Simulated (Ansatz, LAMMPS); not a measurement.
# Elastic response of glassy B2O3 (90 atoms), part 2 of 4

How stiff is glassy B2O3 (90 atoms), and how do its levels respond to strain?

Ansatz 0.2.0; Kohn-Sham DFT, r2SCAN, PAW (set soft_2), plane waves.

The cell: 36 B and 54 O. The quench rate of 50 K/ps is orders of magnitude faster than experiment. The starting topology of bonds comes from the classical model. The Brillouin zone is sampled at Γ only.

So far. Step 2 (Single point at the start): The r.m.s. force at the start is 0.68 eV/Å.

**3. Cell and atoms relaxed**

Cell and atoms are freed together, to release stress as well as forces.

input.yaml reads:

```yaml
crystal:
  lattice:
    - [10.25153, 0.0, 0.0]
    - [0.0, 10.25153, 0.0]
    - [0.0, 0.0, 10.25153]
  atoms:
    [... the 90 atom lines of step 2 ...]
kpoints:
  mp_grid: { grid: [1, 1, 1] }
hamiltonian:
  xc: r2scan
scf:
  occupations: { method: gaussian, width: 0.025 }
output:
  forces: true
relax:
  f_tol: 0.05
  max_steps: 150
  cell: {}
```

Command:

```console
$ ansatz run input.yaml --threads 4 --pin off --max-ram 8192MiB --backend cpu --events-out ev --progress --plain --runs-dir out
```

Standard output:

```text
[...]
Crystal: 90 atoms, lattice volume = 1077.373 Å³
Basis set: ecut = 500 eV, 27369 PW (Γ), exchange–correlation on 300×300×300 points (64 copies of the dense FFT grid, shifted against one another)
Bands: 306, of which v1, the nominal top of the filled ones, is band 216 counted from 1 (215 counted from 0)
Symmetry: 1 space group operations
[...]
k-points: 1
[...]
SCF iter   1: F=—  HF=-36407.827258 eV  |F-HF|=—  |Δ(HF+E_count)|=         —  Δρ=8.73e-3  dr2=7.13e-1  dr2_τ=9.35e0  ethr=1.77e-3  ⟨swp⟩=6.0  Hψ=1335  notcnv=0  defer=55
[...]
SCF iter   9: F=-36410.640935 eV  HF=-36410.640935 eV  |F-HF|=4.48e-8  |Δ(HF+E_count)|=   1.03e-7  Δρ=1.35e-6  dr2=2.32e-8  dr2_τ=1.81e-9  ethr=2.31e-11  ⟨swp⟩=3.0  Hψ=959  notcnv=0
SCF 1 converged in 9 iterations: F = -36410.640935 eV  dr2 = 2.32e-8
[...]
relax step   1: F+E_penalty+E_count = -36410.64093487 eV  Δ(F+E_penalty+E_count) = +0.000e0 eV  max|allowed force component| = 3.172e0 eV/Å  Δτ_max = 0.0000 Å  P = -13.368 GPa  Ω = 1077.373 Å³  (9 SCF iters, dr2 threshold 1.00e-7 eV, accepted)
[... from here on, the SCF cycles and remarks between the steps are left out ...]
relax step   2: F+E_penalty+E_count = -36416.92234848 eV  Δ(F+E_penalty+E_count) = -6.281e0 eV  max|allowed force component| = 1.094e0 eV/Å  Δτ_max = 0.1980 Å  P = -5.197 GPa  Ω = 1041.732 Å³  energy of the carried Pulay correction = +1.474e-2 eV  (8 SCF iters, dr2 threshold 9.00e-6 eV, accepted)
relax step   3: F+E_penalty+E_count = -36418.42719048 eV  Δ(F+E_penalty+E_count) = -1.505e0 eV  max|allowed force component| = 9.592e-1 eV/Å  Δτ_max = 0.1942 Å  P = +1.049 GPa  Ω = 1010.222 Å³  energy of the carried Pulay correction = +2.818e-2 eV  (8 SCF iters, dr2 threshold 9.00e-6 eV, accepted)
relax step   4: F+E_penalty+E_count = -36419.44103882 eV  Δ(F+E_penalty+E_count) = -1.014e0 eV  max|allowed force component| = 3.704e-1 eV/Å  Δτ_max = 0.2000 Å  P = +0.485 GPa  Ω = 1015.546 Å³  energy of the carried Pulay correction = +2.588e-2 eV  (8 SCF iters, dr2 threshold 9.00e-6 eV, accepted)
relax step   5: F+E_penalty+E_count = -36419.90108835 eV  Δ(F+E_penalty+E_count) = -4.600e-1 eV  max|allowed force component| = 2.173e-1 eV/Å  Δτ_max = 0.2000 Å  P = -0.106 GPa  Ω = 1024.175 Å³  energy of the carried Pulay correction = +2.218e-2 eV  (8 SCF iters, dr2 threshold 8.57e-6 eV, accepted)
relax step   6: F+E_penalty+E_count = -36420.20945091 eV  Δ(F+E_penalty+E_count) = -3.084e-1 eV  max|allowed force component| = 1.585e-1 eV/Å  Δτ_max = 0.2000 Å  P = -0.231 GPa  Ω = 1028.006 Å³  energy of the carried Pulay correction = +2.054e-2 eV  (8 SCF iters, dr2 threshold 2.95e-6 eV, accepted)
relax step   7: F+E_penalty+E_count = -36420.47632773 eV  Δ(F+E_penalty+E_count) = -2.669e-1 eV  max|allowed force component| = 1.544e-1 eV/Å  Δτ_max = 0.2000 Å  P = -0.292 GPa  Ω = 1029.510 Å³  energy of the carried Pulay correction = +1.990e-2 eV  (8 SCF iters, dr2 threshold 1.57e-6 eV, accepted)
relax step   8: F+E_penalty+E_count = -36420.65563609 eV  Δ(F+E_penalty+E_count) = -1.793e-1 eV  max|allowed force component| = 3.514e-1 eV/Å  Δτ_max = 0.1936 Å  P = -0.769 GPa  Ω = 1027.360 Å³  energy of the carried Pulay correction = +2.082e-2 eV  (8 SCF iters, dr2 threshold 1.49e-6 eV, accepted)
relax step   9: F+E_penalty+E_count = -36420.85516037 eV  Δ(F+E_penalty+E_count) = -1.995e-1 eV  max|allowed force component| = 1.360e-1 eV/Å  Δτ_max = 0.2000 Å  P = -0.229 GPa  Ω = 1028.900 Å³  energy of the carried Pulay correction = +2.016e-2 eV  (8 SCF iters, dr2 threshold 7.72e-6 eV, accepted)
relax step  10: F+E_penalty+E_count = -36420.94230432 eV  Δ(F+E_penalty+E_count) = -8.714e-2 eV  max|allowed force component| = 6.328e-1 eV/Å  Δτ_max = 0.1953 Å  P = -0.348 GPa  Ω = 1034.439 Å³  energy of the carried Pulay correction = +1.781e-2 eV  (8 SCF iters, dr2 threshold 1.16e-6 eV, accepted)
relax step  11: F+E_penalty+E_count = -36420.92362354 eV  Δ(F+E_penalty+E_count) = +1.868e-2 eV  max|allowed force component| = 1.251e0 eV/Å  Δτ_max = 0.1943 Å  P = -1.116 GPa  Ω = 1036.599 Å³  energy of the carried Pulay correction = +1.690e-2 eV  (8 SCF iters, dr2 threshold 9.00e-6 eV, rejected (line search))
relax step  12: F+E_penalty+E_count = -36421.08009689 eV  Δ(F+E_penalty+E_count) = -1.378e-1 eV  max|allowed force component| = 4.416e-1 eV/Å  Δτ_max = 0.0972 Å  P = -0.250 GPa  Ω = 1034.802 Å³  energy of the carried Pulay correction = +1.766e-2 eV  (11 SCF iters, accepted)
relax step  13: F+E_penalty+E_count = -36421.21268201 eV  Δ(F+E_penalty+E_count) = -1.326e-1 eV  max|allowed force component| = 1.556e-1 eV/Å  Δτ_max = 0.0987 Å  P = -0.065 GPa  Ω = 1033.307 Å³  energy of the carried Pulay correction = +1.829e-2 eV  (6 SCF iters, dr2 threshold 9.00e-6 eV, accepted)
relax step  14: F+E_penalty+E_count = -36421.33660160 eV  Δ(F+E_penalty+E_count) = -1.239e-1 eV  max|allowed force component| = 5.395e-1 eV/Å  Δτ_max = 0.1459 Å  P = -0.753 GPa  Ω = 1033.592 Å³  energy of the carried Pulay correction = +1.817e-2 eV  (8 SCF iters, dr2 threshold 1.51e-6 eV, accepted)
relax step  15: F+E_penalty+E_count = -36421.56945559 eV  Δ(F+E_penalty+E_count) = -2.329e-1 eV  max|allowed force component| = 1.327e-1 eV/Å  Δτ_max = 0.2000 Å  P = -0.052 GPa  Ω = 1023.971 Å³  energy of the carried Pulay correction = +2.227e-2 eV  (7 SCF iters, dr2 threshold 9.00e-6 eV, accepted)
relax step  16: F+E_penalty+E_count = -36421.66366038 eV  Δ(F+E_penalty+E_count) = -9.420e-2 eV  max|allowed force component| = 1.101e-1 eV/Å  Δτ_max = 0.2000 Å  P = -0.027 GPa  Ω = 1023.747 Å³  energy of the carried Pulay correction = +2.236e-2 eV  (8 SCF iters, dr2 threshold 1.10e-6 eV, accepted)
relax step  17: F+E_penalty+E_count = -36421.72931734 eV  Δ(F+E_penalty+E_count) = -6.566e-2 eV  max|allowed force component| = 9.857e-2 eV/Å  Δτ_max = 0.2000 Å  P = -0.027 GPa  Ω = 1020.979 Å³  energy of the carried Pulay correction = +2.355e-2 eV  (8 SCF iters, dr2 threshold 7.57e-7 eV, accepted)
relax step  18: F+E_penalty+E_count = -36421.75453802 eV  Δ(F+E_penalty+E_count) = -2.522e-2 eV  max|allowed force component| = 1.093e-1 eV/Å  Δτ_max = 0.1148 Å  P = -0.018 GPa  Ω = 1019.339 Å³  energy of the carried Pulay correction = +2.425e-2 eV  (8 SCF iters, dr2 threshold 6.07e-7 eV, accepted)
relax step  19: F+E_penalty+E_count = -36421.76414004 eV  Δ(F+E_penalty+E_count) = -9.602e-3 eV  max|allowed force component| = 2.069e-2 eV/Å  Δτ_max = 0.0527 Å  P = -0.003 GPa  Ω = 1018.437 Å³  energy of the carried Pulay correction = +2.464e-2 eV  (8 SCF iters, dr2 threshold 7.47e-7 eV, accepted)
relax step  20: F+E_penalty+E_count = -36421.76409826 eV  Δ(F+E_penalty+E_count) = +4.178e-5 eV  max|allowed force component| = 8.034e-2 eV/Å  Δτ_max = 0.0502 Å  P = -0.073 GPa  Ω = 1017.997 Å³  energy of the carried Pulay correction = +2.483e-2 eV  (10 SCF iters, rejected (line search))
relax step  21: F+E_penalty+E_count = -36421.76547111 eV  Δ(F+E_penalty+E_count) = -1.331e-3 eV  max|allowed force component| = 2.301e-2 eV/Å  Δτ_max = 0.0240 Å  P = +0.048 GPa  Ω = 1018.122 Å³  energy of the carried Pulay correction = +2.477e-2 eV  (10 SCF iters, accepted)
relax step  22: F+E_penalty+E_count = -36421.76592259 eV  Δ(F+E_penalty+E_count) = -4.515e-4 eV  max|allowed force component| = 3.501e-2 eV/Å  Δτ_max = 0.0583 Å  P = -0.039 GPa  Ω = 1018.033 Å³  energy of the carried Pulay correction = +2.481e-2 eV  (9 SCF iters, dr2 threshold 8.05e-9 eV, accepted)
relax step  23: F+E_penalty+E_count = -36421.76648746 eV  Δ(F+E_penalty+E_count) = -5.649e-4 eV  max|allowed force component| = 2.102e-2 eV/Å  Δτ_max = 0.0083 Å  P = -0.015 GPa  Ω = 1018.228 Å³  energy of the carried Pulay correction = +2.473e-2 eV  (8 SCF iters, dr2 threshold 7.37e-9 eV, accepted)
relax step  24: F+E_penalty+E_count = -36421.74259584 eV  Δ(F+E_penalty+E_count) = +2.389e-2 eV  max|allowed force component| = 2.143e-2 eV/Å  Δτ_max = 0.0000 Å  P = +0.044 GPa  Ω = 1018.228 Å³  stress off target by 1.11e-1 GPa  SCF on the basis re-selected at this cell (its energy is not comparable with the rows above)  (7 SCF iters)
relax step  25: F+E_penalty+E_count = -36421.74196480 eV  Δ(F+E_penalty+E_count) = +6.310e-4 eV  max|allowed force component| = 2.469e-2 eV/Å  Δτ_max = 0.0669 Å  P = -0.058 GPa  Ω = 1022.895 Å³  energy of the carried Pulay correction = -2.191e-3 eV  (9 SCF iters, dr2 threshold 3.07e-8 eV, accepted)
relax step  26: F+E_penalty+E_count = -36421.74351359 eV  Δ(F+E_penalty+E_count) = -1.549e-3 eV  max|allowed force component| = 2.563e-2 eV/Å  Δτ_max = 0.0364 Å  P = +0.009 GPa  Ω = 1021.025 Å³  energy of the carried Pulay correction = -1.316e-3 eV  (8 SCF iters, dr2 threshold 1.50e-8 eV, accepted)
relax step  27: F+E_penalty+E_count = -36421.74482325 eV  Δ(F+E_penalty+E_count) = -1.310e-3 eV  max|allowed force component| = 2.563e-2 eV/Å  Δτ_max = 0.0000 Å  P = +0.008 GPa  Ω = 1021.025 Å³  stress off target by 1.56e-2 GPa  SCF on the basis re-selected at this cell (its energy is not comparable with the rows above)  (5 SCF iters)
basis re-selected at this cell: Δ(F+E_penalty+E_count) = -1.310e-3 eV, ΔP = -0.001 GPa vs the last step (what re-selecting the basis moved, of the pressure what is left beyond the Pulay correction that the steps carried, after the strain that the cell walked since its last selection, [...]
SCF converged after 5 iterations
Free energy (F): -36421.744823 eV
[...]
Internal energy: -36421.744823 eV  (E = F + TS)
E sigma→0 (E₀):  -36421.744823 eV
Fermi energy:    3.851339 eV
[...]
--- Forces (eV/Å), atoms counted from 1 ---
  atom   1  B      0.01105058    -0.00428835    -0.00555897
  atom   2  B      0.00355441    -0.00651030     0.01200207
  atom   3  B     -0.00799576     0.00504774     0.00322739
  atom   4  B     -0.00321822     0.00061120    -0.00293768
  atom   5  B      0.00777649    -0.00573470     0.00199913
  atom   6  B     -0.00559700    -0.00147596    -0.00107730
  atom   7  B      0.00288279     0.00961475     0.00000576
  atom   8  B     -0.00609775    -0.00376142     0.00184592
  atom   9  B     -0.00149327    -0.00763729    -0.00189829
  atom  10  B     -0.00394563     0.01763526    -0.01914343
  atom  11  B      0.00306633     0.00414167     0.00045785
  atom  12  B     -0.00922500     0.01461816     0.00420647
  atom  13  B      0.01601114    -0.01172389     0.01639277
  atom  14  B     -0.01865375     0.00342139     0.00380504
[...]
atom  89  O     -0.00527910    -0.00277906    -0.00163163
  atom  90  O      0.00052067    -0.00381850    -0.00466335
  max |Σ_I F_I| component: 1.03e-4 eV/Å
--- Stress (GPa, compression-positive) ---
        0.011453       0.003492       0.006505
        0.003497       0.011354      -0.002660
        0.006504      -0.002641      -0.000040
  P = ⅓ Tr σ = 0.0076 GPa (0.076 kbar)
--- Relaxed structure (25 steps of the walk, 23 accepted, 2 SCFs on fresh bases) ---
  F+E_penalty+E_count = -36421.74482325 eV   max|allowed force component| = 2.563e-2 eV/Å   (the final SCF, on the basis selected at the relaxed cell)
  cell:  # Å, volume = 1021.0246 Å³
    - [9.649423, 0.630073, -0.230327]
    - [0.630073, 10.503741, 0.842201]
    - [-0.230327, 0.842201, 10.189089]
  atoms:
    - { symbol: B, position: [0.231191, 0.842128, 0.648383] }
    - { symbol: B, position: [0.312974, 0.246178, 0.426724] }
    - { symbol: B, position: [0.752610, 0.931768, 0.045284] }
    - { symbol: B, position: [1.068369, 0.375437, 0.833097] }
[...]
- { symbol: O, position: [0.912155, 0.460781, 0.163847] }
```

The job ended after 5.1 min (4 threads of Intel Xeon 6975P-C (Granite Rapids), shared host; peak memory 2.6 GiB; 20 min of CPU time).

The relaxation converged after 25 steps, with a largest force component of 0.026 eV/Å.

**4. Single point at the relaxed geometry**

One more single point at the end of the walk gives the fuller output and checks the residual forces.

input.yaml reads:

```yaml
crystal:
  lattice:
    - [9.64942, 0.63007, -0.23033]
    - [0.63007, 10.50374, 0.8422]
    - [-0.23033, 0.8422, 10.18909]
  atoms:
    - { symbol: B, position: [0.23119, 0.84213, 0.64838] }
    - { symbol: B, position: [0.31297, 0.24618, 0.42672] }
    - { symbol: B, position: [0.75261, 0.93177, 0.04528] }
    - { symbol: B, position: [0.06837, 0.37544, 0.8331] }
    - { symbol: B, position: [0.91501, 0.70721, 0.43723] }
    - { symbol: B, position: [0.01689, 0.17859, 0.72782] }
    [... 78 atom lines left out ...]
    - { symbol: O, position: [0.01937, 0.77143, 0.38437] }
    - { symbol: O, position: [0.04398, 0.83421, 0.94424] }
    - { symbol: O, position: [0.35902, 0.44655, 0.88271] }
    - { symbol: O, position: [0.71805, 0.20908, 0.91895] }
    - { symbol: O, position: [0.36245, 0.87632, 0.64153] }
    - { symbol: O, position: [0.91216, 0.46078, 0.16385] }
kpoints:
  mp_grid: { grid: [1, 1, 1] }
hamiltonian:
  xc: r2scan
scf:
  occupations: { method: gaussian, width: 0.025 }
output:
  forces: true
  stress: true
  populations: true
  dos:
    method: { smearing: { sigma: 0.08 } }
    de: 0.1
    projected: { site_lists: { B: [B], O: [O] } }
  eigenvalues: true
  write_density: true
  write_potential: true
  volumetric_format: npy
```

Standard output:

```text
[...]
Crystal: 90 atoms, lattice volume = 1021.024 Å³
Basis set: ecut = 500 eV, 25959 PW (Γ), exchange–correlation on 288×320×300 points (64 copies of the dense FFT grid, shifted against one another)
Bands: 306, of which v1, the nominal top of the filled ones, is band 216 counted from 1 (215 counted from 0)
Symmetry: 1 space group operations
[...]
k-points: 1
[...]
SCF iter   1: F=—  HF=-36418.663838 eV  |F-HF|=—  |Δ(HF+E_count)|=         —  Δρ=8.70e-3  dr2=6.67e-1  dr2_τ=1.16e1  ethr=1.77e-3  ⟨swp⟩=6.0  Hψ=1336  notcnv=0  defer=63
[...]
SCF iter   9: F=-36421.744819 eV  HF=-36421.744819 eV  |F-HF|=2.64e-8  |Δ(HF+E_count)|=   5.64e-8  Δρ=9.89e-7  dr2=1.17e-8  dr2_τ=1.09e-9  ethr=2.31e-11  ⟨swp⟩=22.0  Hψ=2908  notcnv=0
SCF 1 converged in 9 iterations: F = -36421.744819 eV  dr2 = 1.17e-8
[...]
WARN: The input density's exchange-correlation potential varies sharply where the density is thin. Do not read a vacuum level from v_tot or v_xc, or from such a field of the output density. On a cell that repeats whose density bears no net charge and no dipole along the vacuum's axis use v_es (v_loc + v_h of the components); [...]
SCF converged after 9 iterations
Free energy (F): -36421.744819 eV
[...]
Internal energy: -36421.744819 eV  (E = F + TS)
E sigma→0 (E₀):  -36421.744819 eV
Fermi energy:    3.851332 eV
[...]
--- Forces (eV/Å), atoms counted from 1 ---
  atom   1  B      0.01188974    -0.00421301    -0.00487434
  atom   2  B      0.00653054    -0.00992327     0.01382793
  atom   3  B     -0.00868631     0.00519022     0.00379673
  atom   4  B     -0.00293987     0.00021206    -0.00262329
  atom   5  B      0.00893974    -0.00216832    -0.00131201
  atom   6  B     -0.00614273    -0.00371395    -0.00311660
  atom   7  B      0.00337516     0.01318096    -0.00020581
  atom   8  B     -0.00563313    -0.00235123    -0.00008488
  atom   9  B     -0.00141873    -0.00464909    -0.00264109
  atom  10  B     -0.00361335     0.01502318    -0.01681473
  atom  11  B      0.00512340     0.00551463     0.00069602
  atom  12  B     -0.00593131     0.01192946     0.00157835
  atom  13  B      0.01493656    -0.01182202     0.01466509
  atom  14  B     -0.02039792     0.00305087     0.00389981
[...]
atom  89  O     -0.00858482    -0.00216978    -0.00063178
  atom  90  O     -0.00252665    -0.00497537    -0.00675538
  max |Σ_I F_I| component: 1.18e-4 eV/Å
--- Stress (GPa, compression-positive) ---
        0.010023       0.003400       0.007716
        0.003405       0.012824      -0.002993
        0.007716      -0.002975       0.000343
  P = ⅓ Tr σ = 0.0077 GPa (0.077 kbar)
--- Band table (eV) ---
[...]
--- Löwdin populations: 90 sites ---
  site symbol       q [e]
     0      B      2.2533
     1      B      2.2551
     2      B      2.2631
[...]
89      O      6.4153
  spilling = 0.009591 (of n_electrons = 432.000000)
```

The job ended after 16 s (4 threads; peak memory 2.6 GiB).

The program notes that the exchange-correlation potential is rough where the density is thin.

The run gave:

```yaml
free_energy: -36421.7448 eV
free_energy_per_atom: -404.6861 eV/atom
scf_cycles: 9
pressure: 0.00773 GPa
r_m_s_force_component: 0.00779 eV/Å
longest_force: 0.03361 eV/Å
fermi_energy: 3.851 eV
spacing_of_highest_filled_and_lowest_empty_level: 6.663 eV
spilling_of_the_projection: 0.009591
```

[end of part 2 of 4]

[Long decimals in the printed logs are rounded to 6 places.]

[Logs are printed without paths, hosts, clocks, repeated set-up lines and the standing remarks that a program may print on its own settings, such as how far it seeks lower states.]

[Hosts, paths, dates, database ids (printed as entryN), source tags and the programs' standing remarks are cut or masked in the printed files.]
